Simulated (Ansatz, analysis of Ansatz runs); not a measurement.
## A hop of O in Mg2TiO4 (Imma), charge +2

Aim: the barrier of one jump in Mg2TiO4 (Imma) at charge +2: V_O hop (2.7 Å). The model is a cell of 56 host atoms with 1 O taken out; O is the atom that moves.

Program: Ansatz 0.2.0. Level of theory: plane-wave PAW DFT, PBEsol; nudged elastic band between two relaxed defect structures at fixed charge in a uniform background. Results are calculated unless marked as measured.

Most raw output is cut from this account.

## Step 1: Starting point

The cell holds 55 atoms: 16 Mg, 8 Ti and 31 O. Its edges and angles: a = 8.408 Å, b = 8.408 Å, c = 8.478 Å, α = 90.0°, β = 90.0°, γ = 89.7°. It derives from Mg2TiO4 (space group Imma). Nearest the centre at fractional (0.622, 0.510, 0.386): O35 at 1.36 Å, Ti24 at 1.41 Å, Mg8 at 1.58 Å, O28 at 2.32 Å, O39 at 2.40 Å, Ti20 at 2.49 Å, Mg12 at 2.54 Å, O52 at 2.57 Å. The cell carries charge +2.

The cell's shortest repeat is 8.4 Å.

## Step 2: Relaxation of the start point, charge +2

A barrier is counted from a minimum, so both ends are relaxed first. Small random displacements break the symmetry of the ideal sites, so that the defect can distort if it gains by it. The charge of +2 is set by the electron count, and a uniform background keeps the cell neutral.

qp2.start/input.yaml reads:

```yaml
crystal:
  lattice:
    - [5.93160526, 5.95895149, 0.0]
    - [-5.93160526, 5.95895149, 0.0]
    - [0.0, 0.0, 8.47824647]
  atoms:
    - { symbol: Mg, position: [0.375, 0.375, 0.13611587] }
    - { symbol: Mg, position: [0.375, 0.875, 0.63611587] }
    - { symbol: Mg, position: [0.875, 0.375, 0.63611587] }
    - { symbol: Mg, position: [0.875, 0.875, 0.13611587] }
    - { symbol: Mg, position: [0.25, 0.0, 0.25] }
    - { symbol: Mg, position: [0.25, 0.5, 0.75] }
    - { symbol: Mg, position: [0.75, 0.0, 0.75] }
    - { symbol: Mg, position: [0.75, 0.5, 0.25] }
[... 43 atom lines left out ...]
    - { symbol: O, position: [0.48712461, 0.26287539, 0.50194585] }
    - { symbol: O, position: [0.48712461, 0.76287539, 0.00194585] }
    - { symbol: O, position: [0.98712461, 0.26287539, 0.00194585] }
    - { symbol: O, position: [0.98712461, 0.76287539, 0.50194585] }
total_charge: 2
basis:
  ecutwfc: 420
  xc_grid: 2
hamiltonian:
  xc: pbesol
kpoints:
  mp_grid: { grid: [1, 1, 1], shift: [0.25, 0.25, 0.25] }
scf:
  occupations: { method: fixed }
  max_iter: 150
output:
  forces: true
relax:
  f_tol: 0.02
  max_steps: 70
  random_displacement: { amplitude: 0.03, seed: 3846 }
```

The run is started by

```console
> ansatz run input.yaml --threads 4 --pin off --max-ram 14131MiB --backend cpu --events-out ev --progress --plain --runs-dir out
```

Wall time 67 s (4 threads of Arm Neoverse V1, shared host); peak memory 1.1 GiB.

Relaxation path:

```
step  energy less that of the first step (eV)  largest force component (eV/Å)
   1                                   0.0000                          3.9819
   2                                  -2.2110                          1.6133
   3                                  -2.9005                          0.7943
   4                                  -3.0146                          0.3018
   5                                  -3.1109                          0.1616
   6                                  -3.1517                          0.1678
   7                                  -3.1699                          0.1450
   8                                  -3.1798                          0.0251
   9                                  -3.1801                          0.0067
```

The atoms that moved most (Å, from the sites as typed, ahead of the random displacement):

```
atom      dx      dy      dz  length
 Mg3   0.840  -0.002   0.541   0.999
Ti20  -0.269   0.186  -0.015   0.327
Ti24  -0.268  -0.185  -0.016   0.326
Mg13   0.159   0.004   0.095   0.185
 Mg8  -0.008   0.003  -0.164   0.164
 O51  -0.116   0.078  -0.018   0.141
Mg15  -0.123   0.050  -0.040   0.139
Mg14  -0.123  -0.047  -0.039   0.137
```

Neighbours of O35 at the end:

```csv
atom,distance (Å)
Ti24,1.891
Mg8,1.999
Mg1,2.016
Mg12,2.083
O28,2.671
O52,2.719
O39,2.739
O42,2.909
O44,2.922
```

Read from the output:

```
free energy                                                                                       : -67868.5413 eV
r.m.s. move of the farther half of the atoms                                                      : 0.08027 Å
largest move from the ideal geometry of this structure, a common shift of the far atoms taken out : 1.010 Å
```

The relaxation gained 3.180 eV and ended with a largest force component of 0.0067 eV/Å.

## Step 3: Relaxation of the end point, charge +2

The end point is relaxed in the same cell and settings, so that the two energies compare. Atoms more than 3.2 Å from the middle of the hop start where the first relaxation left them, the nearer ones on or close to their ideal places, with small random displacements.

qp2.end/input.yaml reads:

```yaml
crystal:
  lattice:
    - [5.93160526, 5.95895149, 0.0]
    - [-5.93160526, 5.95895149, 0.0]
    - [0.0, 0.0, 8.47824647]
  atoms:
    - { symbol: Mg, position: [0.375, 0.375, 0.13611587] }
    - { symbol: Mg, position: [0.37748709, 0.8716821, 0.63976243] }
[... 5 atom lines left out ...]
    - { symbol: Mg, position: [0.75, 0.5, 0.25] }
[... 3 atom lines left out ...]
    - { symbol: Mg, position: [0.5, 0.75, 0.25] }
[... 2 atom lines left out ...]
    - { symbol: Mg, position: [0.6187769, 0.13890941, 0.35913539] }
[... 4 atom lines left out ...]
    - { symbol: Ti, position: [0.75, 0.75, 0.5] }
[... 3 atom lines left out ...]
    - { symbol: Ti, position: [0.5, 0.5, 0.5] }
[... 3 atom lines left out ...]
    - { symbol: O, position: [0.51287539, 0.73712461, 0.49805415] }
[... 6 atom lines left out ...]
    - { symbol: O, position: [0.737073, 0.512927, 0.498484] }
[... 3 atom lines left out ...]
    - { symbol: O, position: [0.74277191, 0.74277191, 0.27354562] }
[... 2 atom lines left out ...]
    - { symbol: O, position: [0.75722809, 0.25722809, 0.22645438] }
[... 5 atom lines left out ...]
    - { symbol: O, position: [0.49277191, 0.49277191, 0.72645438] }
[... 3 atom lines left out ...]
    - { symbol: O, position: [0.48712461, 0.26287539, 0.50194585] }
[... 2 atom lines left out ...]
    - { symbol: O, position: [0.97922542, 0.7702201, 0.50214133] }
total_charge: 2
basis:
  ecutwfc: 420
  xc_grid: 2
hamiltonian:
  xc: pbesol
kpoints:
  mp_grid: { grid: [1, 1, 1], shift: [0.25, 0.25, 0.25] }
scf:
  occupations: { method: fixed }
  max_iter: 150
output:
  forces: true
relax:
  f_tol: 0.02
  max_steps: 70
  random_displacement: { amplitude: 0.01, seed: 3846 }
```

It took 64 s on 4 threads; peak memory 1.1 GiB; 4 min of CPU time.

Step by step:

```csv
step,energy less that of the first step (eV),largest force component (eV/Å)
1,0.0000,5.4712
2,-2.1803,1.8350
3,-2.9006,0.5219
4,-3.0910,0.4786
5,-3.2877,0.6492
6,-3.4935,0.5895
7,-3.7118,0.2255
8,-3.7402,0.0431
9,-3.7415,0.0112
```

The atoms that moved most (Å, from the sites as typed, ahead of the random displacement):

```csv
atom,dx,dy,dz,length
Mg3,-0.840,-0.009,-0.553,1.006
Mg1,0.013,-0.483,-0.357,0.601
Ti24,0.013,0.063,0.330,0.336
Mg8,0.156,0.146,0.043,0.217
Mg13,-0.150,-0.061,-0.144,0.216
Mg14,0.174,0.095,0.046,0.203
Mg12,-0.130,0.146,0.043,0.200
Mg16,-0.015,0.081,0.182,0.200
```

Neighbours of O35 at the end:

| atom | distance (Å) |
| --- | --- |
| Ti24 | 1.912 |
| Mg3 | 2.043 |
| Mg8 | 2.043 |
| Ti20 | 2.126 |
| O28 | 2.629 |
| O39 | 2.679 |
| O52 | 2.806 |
| O43 | 2.852 |

Read from the output:

```
free energy                                                                                       : -67868.7107 eV
r.m.s. move of the farther half of the atoms                                                      : 0.05070 Å
largest move from the ideal geometry of this structure, a common shift of the far atoms taken out : 0.6010 Å
```

The relaxation gained 3.741 eV and ended with a largest force component of 0.011 eV/Å. The end lies 0.169 eV below the start.

## Step 4: Nudged elastic band, charge +2

5 movable images are laid between the ends on a pair-potential path, which keeps atoms from colliding in the first guess. Each image feels the true force across the path and a spring force along it. The highest image is set to climb to the top of the path.

This step: plane-wave PAW DFT, PBEsol; nudged elastic band between two relaxed defect structures at fixed charge in a uniform background.

qp2.neb/input.yaml reads:

```yaml
crystal:
  lattice:
    - [5.93160526, 5.95895149, 0.0]
    - [-5.93160526, 5.95895149, 0.0]
    - [0.0, 0.0, 8.47824647]
  atoms:
    - { symbol: Mg, position: [0.3768407, 0.37648988, 0.13655952] }
    - { symbol: Mg, position: [0.37770609, 0.8722088, 0.63980874] }
    - { symbol: Mg, position: [0.94573522, 0.30391195, 0.69997956] }
    - { symbol: Mg, position: [0.8735167, 0.87307456, 0.13658477] }
    - { symbol: Mg, position: [0.25471789, -0.00406262, 0.24829175] }
    - { symbol: Mg, position: [0.24751995, 0.50266531, 0.75577936] }
    - { symbol: Mg, position: [0.7477819, 0.00292828, 0.75587496] }
    - { symbol: Mg, position: [0.74973169, 0.50080787, 0.23073098] }
    - { symbol: Mg, position: [0.0003505, 0.24953314, 0.24399249] }
    - { symbol: Mg, position: [-0.0015572, 0.75298791, 0.74889577] }
    - { symbol: Mg, position: [0.49680961, 0.25140273, 0.74881914] }
    - { symbol: Mg, position: [0.50214527, 0.74778634, 0.2490115] }
    - { symbol: Mg, position: [0.13889425, 0.11177678, 0.87513463] }
    - { symbol: Mg, position: [0.11083472, 0.63126944, 0.3593371] }
    - { symbol: Mg, position: [0.61899591, 0.13943611, 0.3591817] }
    - { symbol: Mg, position: [0.6272951, 0.62285579, 0.85675229] }
    - { symbol: Ti, position: [0.24944845, 0.24069916, 0.49521061] }
    - { symbol: Ti, position: [0.2512408, 0.74626658, 0.0023697] }
    - { symbol: Ti, position: [0.74350366, 0.25082618, -0.0019697] }
    - { symbol: Ti, position: [0.74313732, 0.78815103, 0.49832928] }
    - { symbol: Ti, position: [0.00986183, 0.00049019, 0.49509924] }
    - { symbol: Ti, position: [-0.00060901, 0.50213444, -0.00240305] }
    - { symbol: Ti, position: [0.50410646, -0.00614876, 0.00182965] }
    - { symbol: Ti, position: [0.46210218, 0.50694785, 0.49815671] }
    - { symbol: O, position: [0.01596872, 0.23419153, 0.4900943] }
    - { symbol: O, position: [0.0136242, 0.73818152, 0.99854175] }
    - { symbol: O, position: [0.51210222, 0.23717292, 0.99838506] }
    - { symbol: O, position: [0.5159806, 0.73422643, 0.49786277] }
    - { symbol: O, position: [0.24029434, 0.0100072, 0.49795419] }
    - { symbol: O, position: [0.23848124, 0.51240712, 0.99909963] }
    - { symbol: O, position: [0.73767775, 0.01169336, 0.99928903] }
    - { symbol: O, position: [0.00874991, 0.00561492, 0.27233822] }
    - { symbol: O, position: [0.00711295, 0.51262146, 0.77296265] }
    - { symbol: O, position: [0.50480982, 0.00888056, 0.77493683] }
    - { symbol: O, position: [0.51773509, 0.50271505, 0.28211561] }
    - { symbol: O, position: [0.24431494, 0.24163194, 0.27228092] }
    - { symbol: O, position: [0.24127641, 0.74523682, 0.77498386] }
    - { symbol: O, position: [0.73737621, 0.24283544, 0.77315779] }
    - { symbol: O, position: [0.74735661, 0.73275531, 0.28217156] }
    - { symbol: O, position: [0.24170823, 0.26052291, 0.72446273] }
    - { symbol: O, position: [0.25999234, 0.7525141, 0.22932111] }
    - { symbol: O, position: [0.75946967, 0.26110514, 0.22389602] }
    - { symbol: O, position: [0.75517198, 0.75845631, 0.71788966] }
    - { symbol: O, position: [0.24880298, 0.49339385, 0.50012989] }
    - { symbol: O, position: [0.26873031, 0.98129136, 0.00902602] }
    - { symbol: O, position: [0.76213709, 0.48785901, -0.00401999] }
    - { symbol: O, position: [0.75689928, 1.00135597, 0.49995374] }
    - { symbol: O, position: [0.49212276, 0.49485473, 0.71755776] }
    - { symbol: O, position: [0.49768714, 0.99037454, 0.22898745] }
    - { symbol: O, position: [0.98926436, 0.4910437, 0.22362276] }
    - { symbol: O, position: [0.98974242, 1.00896889, 0.7244209] }
    - { symbol: O, position: [0.47935155, 0.2706859, 0.50204643] }
    - { symbol: O, position: [0.4916356, 0.75901826, 0.00220902] }
    - { symbol: O, position: [0.98716235, 0.26372112, -0.01357772] }
    - { symbol: O, position: [0.97944443, 0.7707468, 0.50218764] }
total_charge: 2
basis:
  ecutwfc: 420
  xc_grid: 2
hamiltonian:
  xc: pbesol
kpoints:
  mp_grid: { grid: [1, 1, 1], shift: [0.25, 0.25, 0.25] }
scf:
  occupations: { method: fixed }
  max_iter: 150
output:
  forces: true
neb:
  images: 5
  f_tol: 0.04
  climbing: true
  initial_path: idpp
  max_iterations: 45
  order_check: false
  final_atoms:
    - { symbol: Mg, position: [0.33822696, 0.33249677, 0.09717737] }
    - { symbol: Mg, position: [0.37829521, 0.87087591, 0.63787216] }
[... 5 atom lines left out ...]
    - { symbol: Mg, position: [0.7779988, 0.49822807, 0.25828411] }
[... 3 atom lines left out ...]
    - { symbol: Mg, position: [0.5040231, 0.77231959, 0.2582919] }
[... 2 atom lines left out ...]
    - { symbol: Mg, position: [0.62896613, 0.13015099, 0.36791486] }
[... 4 atom lines left out ...]
    - { symbol: Ti, position: [0.76074009, 0.75487083, 0.50195892] }
[... 3 atom lines left out ...]
    - { symbol: Ti, position: [0.50903268, 0.5033353, 0.5421062] }
[... 3 atom lines left out ...]
    - { symbol: O, position: [0.5096712, 0.72555102, 0.4946787] }
[... 6 atom lines left out ...]
    - { symbol: O, position: [0.73135176, 0.50396501, 0.49473423] }
[... 3 atom lines left out ...]
    - { symbol: O, position: [0.73627276, 0.73051423, 0.27257469] }
[... 2 atom lines left out ...]
    - { symbol: O, position: [0.75875533, 0.26244056, 0.23081926] }
[... 5 atom lines left out ...]
    - { symbol: O, position: [0.49743335, 0.49171118, 0.74931487] }
[... 3 atom lines left out ...]
    - { symbol: O, position: [0.49381572, 0.27093941, 0.50604193] }
[... 2 atom lines left out ...]
    - { symbol: O, position: [0.98749791, 0.75695777, 0.5010834] }
```

Elapsed: 21 min, on 4 threads; peak memory 3.7 GiB; 56 min of CPU time.

Images along the path:

```
image  path (Å)  energy (eV)     O35: x, y, z (Å)
    0     0.000       0.0000  0.089, 6.081, 2.392
    1     0.540       0.4140  0.381, 6.137, 2.648
    2     1.081       1.1513  0.663, 6.299, 2.981
    3     1.622       1.4393  0.938, 6.521, 3.347
    4     2.232       1.1131  1.108, 6.883, 3.709
    5     2.839       0.4027  1.238, 7.164, 3.990
    6     3.446      -0.1694  1.349, 7.361, 4.194
```

Numbers from this step:

| Quantity | Value |
| --- | --- |
| free energy | -67867.1020 eV |
| barrier forward | 1.439 eV |
| barrier backward | 1.609 eV |
| end less start | -0.1694 eV |
| hop length | 2.545 Å |

(Part 1 of 2 ends here.)

[Logs are printed without paths, hosts, clocks, repeated set-up lines and the standing remarks that a program may print on its own settings, such as how far it seeks lower states.]

[Hosts, paths, dates, database ids (printed as entryN), source tags and the programs' standing remarks are cut or masked in the printed files.]
